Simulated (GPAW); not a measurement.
# Screening of a field by Si/Cu(110), part 2 of 2

Wanted: the out-of-plane polarisability of Si/Cu(110).

GPAW 26.7.0; GPAW, PAW setups; slab in vacuum, relaxation (the session's first sound run).

So far. Step 5 (In a field): The dipole is now -0.0695 e Å, against -0.017 in the run without a field.

## Step 7: Field on

The input, run.py:

```python
import json
import numpy as np
from ase import Atoms
from gpaw import GPAW, PW
from gpaw.external import ConstantElectricField

slab = Atoms(
    ['Cu', 'Cu', 'Cu', 'Cu', 'Cu', 'Si'],
    positions=[
        [0.00000, 0.00000, 9.00000],
        [1.80500, 1.27633, 10.27633],
        [0.00000, 0.00000, 11.55266],
        [1.80500, 1.27633, 12.85382],
        [-0.00000, 0.00000, 14.13825],
        [0.00000, 0.00000, 16.45181]],
    cell=[[3.61, 0.0, 0.0], [0.0, 2.55266, 0.0], [0.0, 0.0, 25.65681]],
    pbc=[True, True, False])

slab.calc = GPAW(mode=PW(400), xc='PBE', kpts={'size': (9, 12, 1), 'gamma': True},
                 occupations={'name': 'fermi-dirac', 'width': 0.1}, nbands='200%',
                 convergence={'density': 1e-05}, maxiter=200,
                 poissonsolver={'dipolelayer': 'xy'},
                 external=ConstantElectricField(0.05, [0, 0, 1]),
                 symmetry={'tolerance': 1e-3}, txt='slab.txt')
result = {}
energy = slab.get_potential_energy()
fermi = slab.calc.get_fermi_level()
v = slab.calc.get_electrostatic_potential().mean((0, 1)) - fermi
n = slab.calc.get_pseudo_density().mean((0, 1))
L = slab.cell[2, 2]
z = np.arange(len(v)) * L / len(v)
low, high = slab.positions[:, 2].min(), slab.positions[:, 2].max()
below, above = np.interp([low - 6.8, high + 6.8], z, v)
slopes = [np.interp(x, z, np.gradient(v, z)) for x in (low - 6.8, high + 6.8)]
eps = np.array([[slab.calc.get_eigenvalues(k, s) for k in range(len(slab.calc.get_ibz_k_points()))]
                for s in range(slab.calc.get_number_of_spins())]) - fermi
top, bottom = eps[eps < 0].max(), eps[eps > 0].min()
dipole = slab.get_dipole_moment()[2]
print(f'energy {energy:.4f} eV, Fermi level {fermi:.4f} eV, dipole {dipole:.5f} e A')
print(f'potential 6.8 A off the faces, from the Fermi level: lower {below:.4f} eV, upper {above:.4f} eV')
print(f'slope of the potential there: lower {slopes[0]:.5f}, upper {slopes[1]:.5f} eV/A')
print(f'nearest levels on the mesh: {top:.4f} and {bottom:.4f} eV')
print('magnetic moment', round(slab.get_magnetic_moment(), 3))
result.update(energy=energy, fermi=fermi, dipole=dipole, below=below, above=above, slopes=slopes, edges=[top, bottom],
              z=z.tolist(), v=v.tolist(), n=n.tolist(), positions=slab.positions.tolist(),
              forces=slab.get_forces(apply_constraint=False).tolist(), moments=slab.get_magnetic_moments().tolist())
json.dump(result, open('result.json', 'w'))
```

The run is started by

```sh
> OMP_NUM_THREADS=1 OPENBLAS_NUM_THREADS=1 python run.py
```

What it wrote:

```text
energy -20.5146 eV, Fermi level -0.5299 eV, dipole 0.00954 e A
potential 6.8 A off the faces, from the Fermi level: lower 4.6719 eV, upper 4.4846 eV
slope of the potential there: lower -0.00007, upper 0.00005 eV/A
nearest levels on the mesh: -0.0139 and 0.0218 eV
magnetic moment 0.0
```

Run time: 10 min. Hardware: 1 thread of Arm Neoverse V1, shared host; peak memory 0.5 GiB.

The electrostatic potential energy of an electron (without an applied field's), less the Fermi level, planar mean oscillates, so the rows of the table below give means over windows of 1.28 Å about each position, cut where the curve ends. Its maxima inside the range that stand out by 2 % of the span (Å: eV): 9.6: -4.87, 10.9: -5.19, 12.2: -4.88, 13.5: -5.22, 15.2: 2.11. Its minima: 9.0: -10.3, 10.3: -11.0, 11.5: -11.1, 12.8: -11.1, 14.1: -10.7, 16.5: -13.5.

Table of electrostatic potential energy of an electron (without an applied field's), less the Fermi level, planar mean by z; means over each step:

z (Å), electrostatic potential energy of an electron (without an applied field's), less the Fermi level, planar mean (eV) and a bar from the least value:
```
     0.64        4.7 ##############################
     1.92        4.7 ##############################
     3.20        4.7 ##############################
     4.48        4.7 ##############################
     5.76        4.7 ##############################
     7.04        4.4 #############################
     8.32       -1.5 ################
     9.60       -7.7 #
    10.88       -8.1 
    12.16       -7.8 #
    13.44       -8.0 
    14.72       -2.9 ############
    16.00       -6.3 ####
    17.28       -1.7 ###############
    18.56        4.2 #############################
    19.84        4.5 ##############################
    21.12        4.5 ##############################
    22.40        4.5 ##############################
    23.68        4.5 ##############################
    24.96        4.5 ##############################
```

## Step 8: In a field

Changes to run.py since step 7:

```diff
@@ -22,3 +22,3 @@
                  poissonsolver={'dipolelayer': 'xy'},
-                 external=ConstantElectricField(0.05, [0, 0, 1]),
+                 external=ConstantElectricField(0.1, [0, 0, 1]),
                  symmetry={'tolerance': 1e-3}, txt='slab.txt')
```

What it wrote:

```text
energy -20.5157 eV, Fermi level -0.5348 eV, dipole 0.03598 e A
potential 6.8 A off the faces, from the Fermi level: lower 4.9397 eV, upper 4.2333 eV
slope of the potential there: lower -0.00012, upper 0.00005 eV/A
nearest levels on the mesh: -0.0138 and 0.0230 eV
magnetic moment 0.0
```

The job ended after 13 min (1 thread; peak memory 0.5 GiB).

The dipole is now 0.0360 e Å, against -0.017 in the run without a field.

## Step 9: In a field

Changes to run.py since step 8:

```diff
@@ -22,3 +22,3 @@
                  poissonsolver={'dipolelayer': 'xy'},
-                 external=ConstantElectricField(0.1, [0, 0, 1]),
+                 external=ConstantElectricField(0.2, [0, 0, 1]),
                  symmetry={'tolerance': 1e-3}, txt='slab.txt')
```

What it wrote:

```text
energy -20.5220 eV, Fermi level -0.5455 eV, dipole 0.08881 e A
potential 6.8 A off the faces, from the Fermi level: lower 5.4762 eV, upper 3.7323 eV
slope of the potential there: lower -0.00013, upper 0.00005 eV/A
nearest levels on the mesh: -0.0134 and 0.0257 eV
magnetic moment 0.0
```

The job ended after 12 min (1 thread; peak memory 0.5 GiB).

The dipole is now 0.0888 e Å, against -0.017 in the run without a field.

## Step 10: In a field

Changes to run.py since step 9:

```diff
@@ -22,3 +22,3 @@
                  poissonsolver={'dipolelayer': 'xy'},
-                 external=ConstantElectricField(0.2, [0, 0, 1]),
+                 external=ConstantElectricField(0.3, [0, 0, 1]),
                  symmetry={'tolerance': 1e-3}, txt='slab.txt')
```

What it wrote:

```text
energy -20.5335 eV, Fermi level -0.5577 eV, dipole 0.14164 e A
potential 6.8 A off the faces, from the Fermi level: lower 6.0153 eV, upper 3.2340 eV
slope of the potential there: lower -0.00015, upper 0.00005 eV/A
nearest levels on the mesh: -0.0135 and 0.0285 eV
magnetic moment 0.0
```

The job ended after 8.9 min (1 thread; peak memory 0.5 GiB).

The electrostatic potential energy of an electron (without an applied field's), less the Fermi level, planar mean oscillates, so the rows of the table below give means over windows of 1 Å about each position, cut where the curve ends. Its maxima inside the range that stand out by 2 % of the span (Å: eV): 0.7: 6.02, 9.6: -4.07, 10.9: -4.71, 12.2: -4.72, 13.5: -5.38, 15.2: 1.52. Its minima: 9.0: -9.30, 10.3: -10.4, 11.5: -10.8, 12.8: -11.1, 14.1: -11.1, 16.5: -14.4.

The electrostatic potential energy of an electron (without an applied field's), less the Fermi level, planar mean by z; means over each step:

| z (Å) | electrostatic potential energy of an electron (without an applied field's), less the Fermi level, planar mean (eV) |
| --- | --- |
| 0 | 5.49 |
| 1 | 6.02 |
| 2 | 6.02 |
| 3 | 6.02 |
| 4 | 6.01 |
| 5 | 6.01 |
| 6 | 5.98 |
| 7 | 5.74 |
| 8 | 3.16 |
| 9 | -6.69 |
| 10 | -7.32 |
| 11 | -6.94 |
| 12 | -7.22 |
| 13 | -8.65 |
| 14 | -8.49 |
| 15 | -0.342 |
| 16 | -7.31 |
| 17 | -6.13 |
| 18 | 2.35 |
| 19 | 3.18 |
| 20 | 3.23 |
| 21 | 3.23 |
| 22 | 3.23 |
| 23 | 3.23 |
| 24 | 3.23 |
| 25 | 3.33 |

The dipole is now 0.142 e Å, against -0.017 in the run without a field.

## Step 11: The series

The members are put on one axis.

This step: induced dipole against applied field (GPAW 26.7.0).

Dipole along the normal against field:

| field (V/Å) | dipole along the normal (e·Å) |
| --- | --- |
| -0.200 | -0.122 |
| -0.100 | -0.0695 |
| -0.050 | -0.0431 |
| 0.000 | -0.0168 |
| 0.050 | 0.00954 |
| 0.100 | 0.0360 |
| 0.200 | 0.0888 |
| 0.300 | 0.142 |

## Step 12: A changed run

One more run, with changed settings.

This step: GPAW, PAW setups; slab in vacuum (GPAW 26.7.0).

Changes to run.py since step 10:

```diff
@@ -4,3 +4,2 @@
 from gpaw import GPAW, PW
-from gpaw.external import ConstantElectricField
 
@@ -16,3 +15,3 @@
     cell=[[3.61, 0.0, 0.0], [0.0, 2.55266, 0.0], [0.0, 0.0, 25.65681]],
-    pbc=[True, True, False])
+    pbc=[True, True, True])
 
@@ -20,5 +19,4 @@
                  occupations={'name': 'fermi-dirac', 'width': 0.1}, nbands='200%',
-                 convergence={'density': 1e-05}, maxiter=200,
+                 convergence={'density': 1e-05}, maxiter=75,
                  poissonsolver={'dipolelayer': 'xy'},
-                 external=ConstantElectricField(0.3, [0, 0, 1]),
                  symmetry={'tolerance': 1e-3}, txt='slab.txt')
```

What it wrote:

```text
AssertionError
```

It took 0.99 s on 1 thread; peak memory 0.14 GiB.

The program refused the input before any cycle.

The fault put into the input: a dipole layer in a cell that repeats along the normal (pbc_z = true).

## Step 13: Results

```yaml
work_function_upper_and_lower_face: 4.736 and 4.407 eV
dipole_along_the_normal: -0.0168 e Å
induced_dipole_per_field: 0.527 e Å per V/Å
out_of_plane_polarisability_per_area_alpha_eps_0_a: 10.4 Å
```

The field induces 0.527 e Å per V/Å, a polarisable thickness α/(ε0 A) of 10.4 Å beside 7.45 Å between the outermost nuclei. A perfect conductor would give the distance between its two image planes; a dielectric of thickness t gives t(1 - 1/ε). The two faces differ by 0.33 eV, the step that the slab's dipole makes (e p/(ε0 A) gives 0.33 eV), so the dipole layer is needed. The induced dipole is linear in the field over this range. The cell of 9.22 Å² holds one Si, started on one chosen site; other sites and coverages weren't tried. The in-plane lattice was kept as typed, which isn't the functional's own and leaves some strain; spin-orbit coupling and temperature are left out.

[Logs are printed without paths, hosts, clocks, repeated set-up lines and the standing remarks that a program may print on its own settings, such as how far it seeks lower states.]

[Hosts, paths, dates, database ids (printed as entryN), source tags and the programs' standing remarks are cut or masked in the printed files.]
